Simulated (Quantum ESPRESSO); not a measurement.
**Collinear magnetic orders of Fe with Quantum ESPRESSO**

Wanted: the moments of Fe and the energy of each order that was tried.

Main program and level: Quantum ESPRESSO 7.5; LDA; plane waves with GBRV 1.5 LDA potentials, no spin-orbit coupling.

The database entry behind the starting cell differs from later determinations by our own check (about 0.2 % short), so it need not match the best structure at ambient conditions.

## Step 1: The starting structure

Symmetry: Im-3m, No. 229, cubic system. Conventional cell: a = 2.860 Å, b = 2.860 Å, c = 2.860 Å, α = 90.00°, β = 90.00°, γ = 90.00°. Nearest to Fe lie 8 Fe at 2.48 Å.

The cell comes from the Crystallography Open Database.

## Step 2: Run 1 (ferro +)

The signs are those of the starting moments on the seeded atoms, the atoms that are given a moment.

Contents of pw.in:

```
&CONTROL
  calculation = 'scf'
  prefix = 'pwscf'
  outdir = './tmp'
  pseudo_dir = './pseudo'
  disk_io = 'nowf'
/
&SYSTEM
  ibrav = 0
  nat = 1
  ntyp = 1
  ecutwfc = 40
  ecutrho = 280
  nbnd = 15
  occupations = 'smearing'
  smearing = 'fd'
  degauss = 0.00734986
  nspin = 2
  starting_magnetization(1) = 0.175
/
&ELECTRONS
  conv_thr = 2d-09
  electron_maxstep = 150
  mixing_beta = 0.3
/
ATOMIC_SPECIES
Fe     55.8450 fe_lda_v1.5.uspp.F.UPF
CELL_PARAMETERS angstrom
  -1.4302400000    1.4302400000    1.4302400000
   1.4302400000   -1.4302400000    1.4302400000
   1.4302400000    1.4302400000   -1.4302400000
ATOMIC_POSITIONS crystal
Fe      0.0000000000    0.0000000000    0.0000000000
K_POINTS automatic
12 12 12 0 0 0
```

Launch:

```console
OMP_NUM_THREADS=1 mpirun -n 4 pw.x -nk 4 -in pw.in > pw.out
```

Output:

```text
Program PWSCF v.7.5 starts

     Message from routine setup:
     using ibrav=0 with symmetry is DISCOURAGED, use correct ibrav instead

     K-points division:     npool     =       4
     Subspace diagonalization in iterative solution of the eigenvalue problem:

     G-vector sticks info
     --------------------
     sticks:   dense  smooth     PW     G-vecs:    dense   smooth      PW
     Sum         467     265    117                 6339     2731     767

     Using Slab Decomposition

     bravais-lattice index     =            0
     lattice parameter (alat)  =       4.6813  a.u.
     unit-cell volume          =      78.9739 (a.u.)^3
     number of atoms/cell      =            1
     number of atomic types    =            1
     number of electrons       =        16.00
     number of Kohn-Sham states=           15
     kinetic-energy cutoff     =      40.0000  Ry
     charge density cutoff     =     280.0000  Ry
     scf convergence threshold =      2.0E-09
     mixing beta               =       0.3000
     number of iterations used =            8  plain     mixing
     Exchange-correlation=  SLA  PZ   NOGX NOGC
                           (   1   1   0   0   0   0   0)

     celldm(1)=   4.681321  celldm(2)=   0.000000  celldm(3)=   0.000000
     celldm(4)=   0.000000  celldm(5)=   0.000000  celldm(6)=   0.000000

     crystal axes: (cart. coord. in units of alat)
               a(1) = (  -0.577350   0.577350   0.577350 )
               a(2) = (   0.577350  -0.577350   0.577350 )
               a(3) = (   0.577350   0.577350  -0.577350 )

     reciprocal axes: (cart. coord. in units 2 pi/alat)
               b(1) = ( -0.000000  0.866025  0.866025 )
               b(2) = (  0.866025 -0.000000  0.866025 )
               b(3) = (  0.866025  0.866025  0.000000 )

     PseudoPot. # 1 for Fe read from file:
     fe_lda_v1.5.uspp.F.UPF
     Pseudo is Ultrasoft + core correction, Zval = 16.0
     Generated by new atomic code, or converted to UPF format
     Using radial grid of  861 points,  6 beta functions with:
                l(1) =   0
                l(2) =   0
                l(3) =   1
                l(4) =   1
                l(5) =   2
                l(6) =   2
     Q(r) pseudized with  8 coefficients,  rinner =    1.000   1.000   1.000
                                                       1.000   1.000

     atomic species   valence    mass     pseudopotential
     Fe               16.00    55.84500     Fe( 1.00)

     Starting magnetic structure
     atomic species   magnetization
     Fe              0.175

     48 Sym. Ops., with inversion, found

   Cartesian axes

     site n.     atom                  positions (alat units)
         1        Fe     tau(   1) = (   0.0000000   0.0000000   0.0000000  )

     number of k points=    72  Fermi-Dirac smearing, width (Ry)=  0.0073
                       cart. coord. in units 2pi/alat
        k(    1) = (   0.0000000   0.0000000   0.0000000), wk =   0.0005787
        k(    2) = (   0.0721688   0.0721688   0.0000000), wk =   0.0069444
        k(    3) = (   0.1443376   0.1443376   0.0000000), wk =   0.0069444
        k(    4) = (   0.2165064   0.2165064   0.0000000), wk =   0.0069444
        k(    5) = (   0.2886751   0.2886751   0.0000000), wk =   0.0069444
        [... 67 further k-points ...]

     Dense  grid:     6339 G-vectors     FFT dimensions: (  25,  25,  25)

     Smooth grid:     2731 G-vectors     FFT dimensions: (  20,  20,  20)

     Check: negative core charge=   -0.000066
     Generating pointlists ...
     new r_m :   0.4125 (alat units)  1.9310 (a.u.) for type    1

     Initial potential from superposition of free atoms

     starting charge      15.0000, renormalised to      16.0000
     Starting wfcs are   13 randomized atomic wfcs +    2 random wfcs

     Self-consistent Calculation

     iteration #  1     ecut=    40.00 Ry     beta= 0.30
     Davidson diagonalization with overlap
     ethr =  1.00E-02,  avg # of iterations =  4.4

     total energy              =    -249.80887713 Ry
     estimated scf accuracy    <       2.40028124 Ry

     total magnetization       =     1.92 Bohr mag/cell
     absolute magnetization    =     1.93 Bohr mag/cell

     iteration #  2     ecut=    40.00 Ry     beta= 0.30
     Davidson diagonalization with overlap
     ethr =  1.00E-02,  avg # of iterations =  1.9

     total energy              =    -250.29241375 Ry
     estimated scf accuracy    <       0.05119629 Ry

     total magnetization       =     2.40 Bohr mag/cell
     absolute magnetization    =     2.43 Bohr mag/cell

     iteration #  3     ecut=    40.00 Ry     beta= 0.30
     Davidson diagonalization with overlap
     ethr =  3.20E-04,  avg # of iterations =  1.3

     total energy              =    -250.30240421 Ry
     estimated scf accuracy    <       0.00332384 Ry

     total magnetization       =     2.31 Bohr mag/cell
     absolute magnetization    =     2.35 Bohr mag/cell

     [... further iterations left out ...]

     iteration #  8     ecut=    40.00 Ry     beta= 0.30
     Davidson diagonalization with overlap
     ethr =  6.47E-09,  avg # of iterations =  2.0

     total energy              =    -250.30297312 Ry
     estimated scf accuracy    <       0.00000298 Ry

     total magnetization       =     2.26 Bohr mag/cell
     absolute magnetization    =     2.33 Bohr mag/cell

     iteration #  9     ecut=    40.00 Ry     beta= 0.30
     Davidson diagonalization with overlap
     ethr =  6.47E-09,  avg # of iterations =  1.9

     total energy              =    -250.30297356 Ry
     estimated scf accuracy    <       0.00000001 Ry

     total magnetization       =     2.26 Bohr mag/cell
     absolute magnetization    =     2.33 Bohr mag/cell

     iteration # 10     ecut=    40.00 Ry     beta= 0.30
     Davidson diagonalization with overlap
     ethr =  8.55E-11,  avg # of iterations =  1.9

     total energy              =    -250.30297357 Ry
     estimated scf accuracy    <          2.8E-09 Ry

     total magnetization       =     2.26 Bohr mag/cell
     absolute magnetization    =     2.33 Bohr mag/cell

     iteration # 11     ecut=    40.00 Ry     beta= 0.30
     Davidson diagonalization with overlap
     ethr =  1.73E-11,  avg # of iterations =  1.6

     Magnetic moment per site  (integrated on atomic sphere of radius R)
     atom   1 (R=0.413)  charge= 14.4233  magn=  2.2805

     End of self-consistent calculation

     Number of k-points >= 100: set verbosity='high' to print the bands.

     the Fermi energy is    17.2016 ev

!    total energy              =    -250.30297357 Ry
     estimated scf accuracy    <          5.4E-10 Ry
     smearing contrib. (-TS)   =      -0.00226635 Ry
     internal energy E=F+TS    =    -250.30070722 Ry

     The total energy is F=E-TS. E is the sum of the following terms:
     one-electron contribution =    -116.38270883 Ry
     hartree contribution      =      67.23897717 Ry
     xc contribution           =     -28.80665390 Ry
     ewald contribution        =    -172.35032166 Ry

     total magnetization       =     2.26 Bohr mag/cell
     absolute magnetization    =     2.33 Bohr mag/cell

     convergence has been achieved in  11 iterations

=------------------------------------------------------------------------------=
   JOB DONE.
=------------------------------------------------------------------------------=
```

It took 2.5 s on 4 MPI ranks of Arm Neoverse V2, shared host; peak memory 0.21 GiB.

Spin moment in the atom's sphere by atom:

```tsv
atom	spin moment in the atom's sphere (μB)
Fe1	2.28
```

Read from the output:

```
smearing term TS       : 0.03084 eV
magnetization          : 2.26 μB
absolute magnetization : 2.332 μB
final state            : ferromagnetic
```

## Step 3: Run 2 (antiferro q=(1/2,1/2,1/2) +−)

The cell is doubled to 2 atoms to hold this order. The wavevector q is in fractions of the reciprocal vectors of the crystal's primitive cell, as the cells of these inputs are built from it; moments change sign between cells as cos(2π q·R).

Contents of pw.in:

```
&CONTROL
  calculation = 'scf'
  prefix = 'pwscf'
  outdir = './tmp'
  pseudo_dir = './pseudo'
  disk_io = 'nowf'
/
&SYSTEM
  ibrav = 0
  nat = 2
  ntyp = 2
  ecutwfc = 40
  ecutrho = 280
  nbnd = 23
  occupations = 'smearing'
  smearing = 'fd'
  degauss = 0.00734986
  nspin = 2
  starting_magnetization(1) = 0.175
  starting_magnetization(2) = -0.175
/
&ELECTRONS
  conv_thr = 4d-09
  electron_maxstep = 150
  mixing_beta = 0.3
/
ATOMIC_SPECIES
Fe1    55.8450 fe_lda_v1.5.uspp.F.UPF
Fe2    55.8450 fe_lda_v1.5.uspp.F.UPF
CELL_PARAMETERS angstrom
  -2.8604800000    2.8604800000    2.8604800000
   0.0000000000    0.0000000000    2.8604800000
   0.0000000000    2.8604800000    0.0000000000
ATOMIC_POSITIONS crystal
Fe1     0.0000000000    0.0000000000    0.0000000000
Fe2     0.5000000000    0.0000000000    0.0000000000
K_POINTS automatic
6 12 12 0 0 0
```

Output:

```text
[banner, memory and clock lines left out]
Program PWSCF v.7.5 starts

     Message from routine setup:
     using ibrav=0 with symmetry is DISCOURAGED, use correct ibrav instead

     bravais-lattice index     =            0
     lattice parameter (alat)  =       9.3626  a.u.
     unit-cell volume          =     157.9477 (a.u.)^3
     number of atoms/cell      =            2
     number of atomic types    =            2
     number of electrons       =        32.00
     number of Kohn-Sham states=           23
     kinetic-energy cutoff     =      40.0000  Ry
     charge density cutoff     =     280.0000  Ry
     scf convergence threshold =      4.0E-09
     mixing beta               =       0.3000
     number of iterations used =            8  plain     mixing
     Exchange-correlation=  SLA  PZ   NOGX NOGC
                           (   1   1   0   0   0   0   0)

     celldm(1)=   9.362642  celldm(2)=   0.000000  celldm(3)=   0.000000
     celldm(4)=   0.000000  celldm(5)=   0.000000  celldm(6)=   0.000000

     crystal axes: (cart. coord. in units of alat)
               a(1) = (  -0.577350   0.577350   0.577350 )
               a(2) = (   0.000000   0.000000   0.577350 )
               a(3) = (   0.000000   0.577350   0.000000 )

     reciprocal axes: (cart. coord. in units 2 pi/alat)
               b(1) = ( -1.732051  0.000000  0.000000 )
               b(2) = (  1.732051 -0.000000  1.732051 )
               b(3) = (  1.732051  1.732051 -0.000000 )

     PseudoPot. # 1 for Fe read from file:
     fe_lda_v1.5.uspp.F.UPF
     Pseudo is Ultrasoft + core correction, Zval = 16.0

     PseudoPot. # 2 for Fe read from file:
     fe_lda_v1.5.uspp.F.UPF
     Pseudo is Ultrasoft + core correction, Zval = 16.0

     atomic species   valence    mass     pseudopotential
     Fe1              16.00    55.84500     Fe( 1.00)
     Fe2              16.00    55.84500     Fe( 1.00)

     Starting magnetic structure
     atomic species   magnetization
     Fe1             0.175
     Fe2            -0.175

     48 Sym. Ops., with inversion, found

   Cartesian axes

     site n.     atom                  positions (alat units)
         1        Fe1    tau(   1) = (   0.0000000   0.0000000   0.0000000  )
         2        Fe2    tau(   2) = (  -0.2886751   0.2886751   0.2886751  )

     number of k points=    44  Fermi-Dirac smearing, width (Ry)=  0.0073
                       cart. coord. in units 2pi/alat
        k(    1) = (   0.0000000   0.0000000   0.0000000), wk =   0.0011574
        k(    2) = (   0.1443376   0.1443376   0.0000000), wk =   0.0138889
        k(    3) = (   0.2886751   0.2886751   0.0000000), wk =   0.0138889
        k(    4) = (   0.4330127   0.4330127   0.0000000), wk =   0.0138889
        k(    5) = (   0.5773503   0.5773503   0.0000000), wk =   0.0138889
        [... 39 further k-points ...]

     Dense  grid:    12533 G-vectors     FFT dimensions: (  50,  30,  30)

     Smooth grid:     5449 G-vectors     FFT dimensions: (  40,  24,  24)

     Check: negative core charge=   -0.000065
     Generating pointlists ...
     new r_m :   0.2063 (alat units)  1.9310 (a.u.) for type    1
     new r_m :   0.2063 (alat units)  1.9310 (a.u.) for type    2

     Initial potential from superposition of free atoms

     starting charge      30.0000, renormalised to      32.0000
     Starting wfcs are   26 randomized atomic wfcs

     Self-consistent Calculation

     iteration #  1     ecut=    40.00 Ry     beta= 0.30
     Davidson diagonalization with overlap
     ethr =  1.00E-02,  avg # of iterations =  2.9

     total energy              =    -499.62919523 Ry
     estimated scf accuracy    <       4.70548578 Ry

     total magnetization       =    -0.00 Bohr mag/cell
     absolute magnetization    =     3.41 Bohr mag/cell

     iteration #  2     ecut=    40.00 Ry     beta= 0.30
     Davidson diagonalization with overlap
     ethr =  1.00E-02,  avg # of iterations =  2.1

     total energy              =    -500.53488422 Ry
     estimated scf accuracy    <       0.04649956 Ry

     total magnetization       =    -0.00 Bohr mag/cell
     absolute magnetization    =     4.25 Bohr mag/cell

     [... further iterations left out ...]

     iteration # 17     ecut=    40.00 Ry     beta= 0.30
     Davidson diagonalization with overlap
     ethr =  3.07E-10,  avg # of iterations =  2.0

     total energy              =    -500.54793198 Ry
     estimated scf accuracy    <       0.00000002 Ry

     total magnetization       =     0.00 Bohr mag/cell
     absolute magnetization    =     3.13 Bohr mag/cell

     iteration # 18     ecut=    40.00 Ry     beta= 0.30
     Davidson diagonalization with overlap
     ethr =  4.85E-11,  avg # of iterations =  2.1

     Magnetic moment per site  (integrated on atomic sphere of radius R)
     atom   1 (R=0.206)  charge= 14.4248  magn=  1.5150
     atom   2 (R=0.206)  charge= 14.4248  magn= -1.5150

     End of self-consistent calculation

     [... lines left out ...]
     the Fermi energy is    17.3921 ev

!    total energy              =    -500.54793208 Ry
     estimated scf accuracy    <          4.9E-10 Ry
     smearing contrib. (-TS)   =      -0.01455160 Ry
     internal energy E=F+TS    =    -500.53338048 Ry

     The total energy is F=E-TS. E is the sum of the following terms:
     one-electron contribution =    -232.61961920 Ry
     hartree contribution      =     134.24212993 Ry
     xc contribution           =     -57.45524790 Ry
     ewald contribution        =    -344.70064332 Ry

     total magnetization       =     0.00 Bohr mag/cell
     absolute magnetization    =     3.14 Bohr mag/cell

     convergence has been achieved in  18 iterations
```

The job ended after 12 s (4 MPI ranks; peak memory 0.27 GiB; 48 s of CPU time).

Spin moment in the atom's sphere by atom:

```tsv
atom	spin moment in the atom's sphere (μB)
Fe1	1.51
Fe2	-1.51
```

Numbers from this step:

* smearing term TS: 0.1980 eV
* magnetization: 0 μB
* absolute magnetization: 3.136 μB
* final state: antiferromagnetic

## Step 4: Run 3 (antiferro q=(0,0,1/2) +−)

The cell is doubled to 2 atoms to hold this order.

Changes to pw.in since step 3:

```diff
@@ -30,9 +30,9 @@
 CELL_PARAMETERS angstrom
-  -2.8604800000    2.8604800000    2.8604800000
-   0.0000000000    0.0000000000    2.8604800000
-   0.0000000000    2.8604800000    0.0000000000
+  -1.4302400000    1.4302400000    1.4302400000
+   1.4302400000   -1.4302400000    1.4302400000
+   2.8604800000    2.8604800000   -2.8604800000
 ATOMIC_POSITIONS crystal
 Fe1     0.0000000000    0.0000000000    0.0000000000
-Fe2     0.5000000000    0.0000000000    0.0000000000
+Fe2     0.0000000000    0.0000000000    0.5000000000
 K_POINTS automatic
-6 12 12 0 0 0
+12 12 6 0 0 0
```

Output:

```text
     [... lines left out ...]
Program PWSCF v.7.5 starts
     [... lines left out ...]
     number of atoms/cell      =            2
     [... lines left out ...]
     number of electrons       =        32.00
     number of Kohn-Sham states=           23
     kinetic-energy cutoff     =      40.0000  Ry
     charge density cutoff     =     280.0000  Ry
     scf convergence threshold =      4.0E-09
     [... lines left out ...]
      8 Sym. Ops., with inversion, found
     [... lines left out ...]
     number of k points=   154  Fermi-Dirac smearing, width (Ry)=  0.0073
     [... lines left out ...]
     iteration # 15     ecut=    40.00 Ry     beta= 0.30
     [... lines left out ...]
     Magnetic moment per site  (integrated on atomic sphere of radius R)
     atom   1 (R=0.413)  charge= 14.4175  magn=  1.9955
     atom   2 (R=0.413)  charge= 14.4175  magn= -1.9955
     [... lines left out ...]
     the Fermi energy is    17.4491 ev
!    total energy              =    -500.57561780 Ry
     estimated scf accuracy    <          3.1E-11 Ry
     smearing contrib. (-TS)   =      -0.00817228 Ry
     [... lines left out ...]
     total magnetization       =     0.00 Bohr mag/cell
     absolute magnetization    =     4.11 Bohr mag/cell
     convergence has been achieved in  15 iterations
```

Run time: 18 s. Hardware: 4 MPI ranks; peak memory 0.32 GiB; 72 s of CPU time.

Spin moment in the atom's sphere by atom:

```tsv
atom	spin moment in the atom's sphere (μB)
Fe1	2.00
Fe2	-2.00
```

This step gave:

```yaml
smearing_term_ts: 0.1112 eV
magnetization: 0 μB
absolute_magnetization: 4.113 μB
final_state: antiferromagnetic
```

## Step 5: Run 4, typed as no spin polarisation

Contents of pw.in:

```
&CONTROL
  calculation = 'scf'
  prefix = 'pwscf'
  outdir = './tmp'
  pseudo_dir = './pseudo'
  disk_io = 'nowf'
/
&SYSTEM
  ibrav = 0
  nat = 1
  ntyp = 1
  ecutwfc = 40
  ecutrho = 280
  nbnd = 14
  occupations = 'smearing'
  smearing = 'fd'
  degauss = 0.00734986
/
&ELECTRONS
  conv_thr = 2d-09
  electron_maxstep = 150
  mixing_beta = 0.3
/
ATOMIC_SPECIES
Fe     55.8450 fe_lda_v1.5.uspp.F.UPF
CELL_PARAMETERS angstrom
  -1.4302400000    1.4302400000    1.4302400000
   1.4302400000   -1.4302400000    1.4302400000
   1.4302400000    1.4302400000   -1.4302400000
ATOMIC_POSITIONS crystal
Fe      0.0000000000    0.0000000000    0.0000000000
K_POINTS automatic
12 12 12 0 0 0
```

Output:

```text
     [... lines left out ...]
Program PWSCF v.7.5 starts
     [... lines left out ...]
     number of atoms/cell      =            1
     [... lines left out ...]
     number of electrons       =        16.00
     number of Kohn-Sham states=           14
     kinetic-energy cutoff     =      40.0000  Ry
     charge density cutoff     =     280.0000  Ry
     scf convergence threshold =      2.0E-09
     [... lines left out ...]
     48 Sym. Ops., with inversion, found
     [... lines left out ...]
     number of k points=    72  Fermi-Dirac smearing, width (Ry)=  0.0073
     [... lines left out ...]
     iteration #  9     ecut=    40.00 Ry     beta= 0.30
     [... lines left out ...]
     the Fermi energy is    17.2325 ev
!    total energy              =    -250.27095590 Ry
     estimated scf accuracy    <          3.5E-10 Ry
     smearing contrib. (-TS)   =      -0.00888750 Ry
     [... lines left out ...]
     convergence has been achieved in   9 iterations
```

It took 1.5 s on 4 MPI ranks; peak memory 0.05 GiB.

Numbers from this step:

```
smearing term TS : 0.1209 eV
final state      : non-magnetic (no spin polarisation)
```

## Step 6: Ranking

An order is kept where moments of 0.15 μB or more survive with the typed signs; meshes match where a doubled cell samples the same k points as the first cell.

Orders:

```tsv
start	final state	typed order kept	energy over the lowest (meV a seeded atom)	largest site moment (μB)	net moment (μB a cell of the first run)	mesh matched	CPU time (s)
ferro +	ferromagnetic	yes	0	2.281	2.26	yes	9.76
antiferro q=(1/2,1/2,1/2) +-	antiferromagnetic	yes	394.7	1.515	0	yes	47.72
antiferro q=(0,0,1/2) +-	antiferromagnetic	yes	206.3	1.995	0	yes	71.74
no spin polarisation	non-magnetic	-	435.6	0	0	yes	5.63
```

## Step 7: Summary of results

```json
{"lowest state found": "ferromagnetic (from ferro +)", "largest site moment": "2.28 μB", "next state with moments": "antiferromagnetic, 206 meV a seeded atom higher", "state without moments": "436 meV a seeded atom higher"}
```

In words: This is the lowest of 4 collinear or spinless starts, no proof of the ground state. Energies are free energies at an electronic temperature of 1160 K, which lowers moments and differences where the moments are itinerant.

[Logs and program files are shortened in this print: banners, set-up blocks, solver, clock and traceback lines can be left out without a mark of their own.]

[Logs are printed without paths, hosts, clocks, repeated set-up lines and the standing remarks that a program may print on its own settings, such as how far it seeks lower states.]

[Hosts, paths, dates, database ids (printed as entryN), source tags and the programs' standing remarks are cut or masked in the printed files.]

[Where a cell is said to come from a database of computed structures, the database is the Materials Project.]
